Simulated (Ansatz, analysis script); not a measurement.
## CoO: spin spirals and exchange: starting state

Ansatz 0.2.0; Ansatz DFT, two collinear spin channels, from typed moments; LDA, PAW set soft_1; PAW set soft_1.

First a free collinear run, to see which state the typed moments lead to.

input.yaml

```yaml
crystal:
  lattice:
    - [0.0, 2.1315, 2.1315]
    - [2.1315, 0.0, 2.1315]
    - [2.1315, 2.1315, 0.0]
  atoms:
    - { symbol: Co, position: [0.0, 0.0, 0.0], spin: 3.0 }
    - { symbol: O, position: [0.5, 0.5, 0.5] }
magnetization:
  spin_polarized: true
kpoints:
  mp_grid: { grid: [8, 8, 8] }
hamiltonian:
  xc: lda
  pseudopotentials: { kind: paw, azcp: { folder: soft_1 }, xc_functional: pbe }
scf:
  occupations: { method: fermi_dirac, width: 0.05 }
  max_iter: 120
  convergence: { dr2_threshold: 1.0e-08 }
  lower_state_search: "off"
output:
  write_density: true
  write_potential: true
  elf: true
  volumetric_format: npy
```

Started as:

```sh
ansatz run input.yaml --threads 1 --pin off --max-ram 2560MiB --backend cpu --events-out ev --progress --plain --runs-dir out
```

**Question.** What does this run give for the spin moment in the atom's sphere?

The site moments add up to 2.75 μB, near the cell's 2.87 μB; the rest lies between the atoms.

Valence density in the ac plane of the conventional cell at fractional y = 0.000, with atoms of Co and O within 0.2 Å of it. It is the smooth field of the valence electrons, not physical close to the nuclei.

ELF in the ac plane of the conventional cell at fractional y = 0.000, with atoms of Co and O within 0.2 Å of it.

Spin moment in the atom's sphere by atom:

```csv
atom,spin moment in the atom's sphere (μB)
Co1,2.41
O2,0.34
```

Tables count atoms from 1; parts of the log count from 0.

Spin density in the ac plane of the conventional cell at fractional y = 0.000, with atoms of Co and O within 0.2 Å of it.

Ten even steps from '0' (0.0 e/Å³) to '9' (7.4 e/Å³), each cell a mean:
```
62000000000014
10000000000001
00000000000000
00000000000000
00000000000000
00000023100000
00000169300000
00000146200000
00000011000000
00000000000000
00000000000000
00000000000000
31000000000002
93000000000016
```
Columns run along a (4.3 Å), rows up along c (4.3 Å), edges of the conventional cell, whose origin can differ from the input's. Atoms in or near the plane, at fractional coordinates: Co at (0.00, 0.00), Co at (0.50, 0.50), O at (0.50, 0.00), O at (0.00, 0.50).

Values in e/Å³, 14 rows by 14 columns, each cell a mean:
```
29 11  2  0  1  2  5  6  4  1  0  1  5 20
 6  3  1  0  0  1  2  2  2  1  0  0  1  5
 1  1  0  0  0  0  1  1  1  0  0  0  0  1
 1  0  0  0  0  0  0  1  0  0  0  0  0  0
 1  1  0  0  0  1  2  2  1  0  0  0  1  1
 4  3  1  0  1  3 11 16  7  1  0  1  2  4
 8  4  1  1  1  6 29 43 16  2  1  1  2  6
 6  4  1  0  1  5 20 29 11  2  0  1  2  5
 2  2  1  0  0  1  5  6  3  1  0  0  1  2
 1  1  0  0  0  0  1  1  1  0  0  0  0  1
 1  0  0  0  0  0  0  1  0  0  0  0  0  0
 2  1  0  0  0  1  1  1  1  0  0  0  1  2
16  7  1  0  1  2  4  4  3  1  0  1  3 11
43 16  2  1  1  2  6  8  4  1  1  1  6 29
```
Columns run along a (4.3 Å), rows up along c (4.3 Å), edges of the conventional cell, whose origin can differ from the input's. Atoms in or near the plane, at fractional coordinates: Co at (0.00, 0.00), Co at (0.50, 0.50), O at (0.50, 0.00), O at (0.00, 0.50).

Values, 14 rows by 14 columns, each cell a mean:
```
0.62 0.45 0.23 0.16 0.51 0.77 0.65 0.58 0.75 0.71 0.30 0.15 0.33 0.56
0.34 0.29 0.18 0.14 0.39 0.69 0.77 0.78 0.76 0.58 0.23 0.13 0.24 0.33
0.15 0.14 0.12 0.11 0.21 0.39 0.51 0.54 0.46 0.29 0.14 0.10 0.13 0.15
0.33 0.28 0.20 0.12 0.11 0.14 0.16 0.16 0.15 0.12 0.10 0.14 0.23 0.30
0.73 0.66 0.46 0.20 0.12 0.18 0.23 0.24 0.22 0.15 0.12 0.29 0.58 0.71
0.70 0.77 0.66 0.28 0.14 0.29 0.45 0.50 0.40 0.22 0.15 0.46 0.76 0.75
0.41 0.70 0.73 0.33 0.15 0.34 0.62 0.73 0.50 0.24 0.16 0.54 0.78 0.58
0.58 0.75 0.71 0.30 0.15 0.33 0.56 0.62 0.45 0.23 0.16 0.51 0.77 0.65
0.78 0.76 0.58 0.23 0.13 0.24 0.33 0.34 0.29 0.18 0.14 0.39 0.69 0.77
0.54 0.46 0.29 0.14 0.10 0.13 0.15 0.15 0.14 0.12 0.11 0.21 0.39 0.51
0.16 0.15 0.12 0.10 0.14 0.23 0.30 0.33 0.28 0.20 0.12 0.11 0.14 0.16
0.24 0.22 0.15 0.12 0.29 0.58 0.71 0.73 0.66 0.46 0.20 0.12 0.18 0.23
0.50 0.40 0.22 0.15 0.46 0.76 0.75 0.70 0.77 0.66 0.28 0.14 0.29 0.45
0.73 0.50 0.24 0.16 0.54 0.78 0.58 0.41 0.70 0.73 0.33 0.15 0.34 0.62
```
Columns run along a (4.3 Å), rows up along c (4.3 Å), edges of the conventional cell, whose origin can differ from the input's. Atoms in or near the plane, at fractional coordinates: Co at (0.00, 0.00), Co at (0.50, 0.50), O at (0.50, 0.00), O at (0.00, 0.50).

[Logs and program files are shortened in this print: banners, set-up blocks, solver, clock and traceback lines can be left out without a mark of their own.]

[Logs are printed without paths, hosts, clocks, repeated set-up lines and the standing remarks that a program may print on its own settings, such as how far it seeks lower states.]

[Hosts, paths, dates, database ids (printed as entryN), source tags and the programs' standing remarks are cut or masked in the printed files.]
